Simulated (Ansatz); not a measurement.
An input for Ansatz 0.2.0 (Te2Mo (P6_3/mmc)):

```yaml
crystal:
  lattice:
    - [3.5182, 0.0, 0.0]
    - [-1.7591, 3.0468505756, 0.0]
    - [0.0, 0.0, 13.9736]
  atoms:
    - { symbol: Te, position: [0.3333333333, 0.6666666667, 0.621] }
    - { symbol: Te, position: [0.6666666667, 0.3333333333, 0.121] }
    - { symbol: Te, position: [0.3333333333, 0.6666666667, 0.879] }
    - { symbol: Te, position: [0.6666666667, 0.3333333333, 0.379] }
    - { symbol: Mo, position: [0.3333333333, 0.6666666667, 0.25] }
    - { symbol: Mo, position: [0.6666666667, 0.3333333333, 0.75] }
kpoints:
  mp_grid: { grid: [6, 6, 2] }
  band_path:
    path:
      - [0.0, 0.0, 0.0]
      - [0.5, 0.0, 0.0]
      - [0.33333333, 0.33333333, 0.0]
      - [0.0, 0.0, 0.5]
      - [0.5, 0.0, 0.5]
      - [0.33333333, 0.33333333, 0.5]
      - [0.199999998, 0.199999998, 0.0]
    npoints: 1
hamiltonian:
  xc: hse06
  pseudopotentials: { kind: paw_fr, azcp: { folder: "./paw" } }
scf:
  occupations: { method: fermi_dirac, width: 0.02 }
  n_extra_bands: 12
magnetization:
  noncollinear: true
  spin_orbit: true
output:
  eigenvalues: true
  write_density: true
  write_potential: true
  elf: true
  volumetric_format: npy
```

```sh
ansatz run input.yaml --threads 4 --pin off --max-ram 138240MiB --backend cuda --events-out ev --progress --plain --runs-dir out --devices 1 --max-vram 26GiB
```

Q: Estimate wall time and host memory on 1 × NVIDIA H100 80GB HBM3 (shared by 3 runs) with 4 threads of AMD EPYC 7R13 (Zen 3), shared host.

It took 1.7 min; on shared hardware allow 52 s to 3.5 min. Peak host memory was 3.2 GiB. The sizes that set the cost: 2909 plane waves a state, 14 irreducible k points and 20 SCF cycles.

Exact exchange couples every pair of k points and filled bands, so it costs far more than a semilocal run.

[Paths, hosts, dates, memory and timing lines, banners, echoed tables and standing remarks are left out of the program output.]

[Logs are printed without paths, hosts, clocks, repeated set-up lines and the standing remarks that a program may print on its own settings, such as how far it seeks lower states.]

[Runs of the session that timed out or met a known fault of the program may be left out.]

[Cells called generated may have been cut or substituted from an entry of the Crystallography Open Database or the Materials Project.]

[Hosts, paths, dates, database ids (printed as entryN), source tags and the programs' standing remarks are cut or masked in the printed files.]
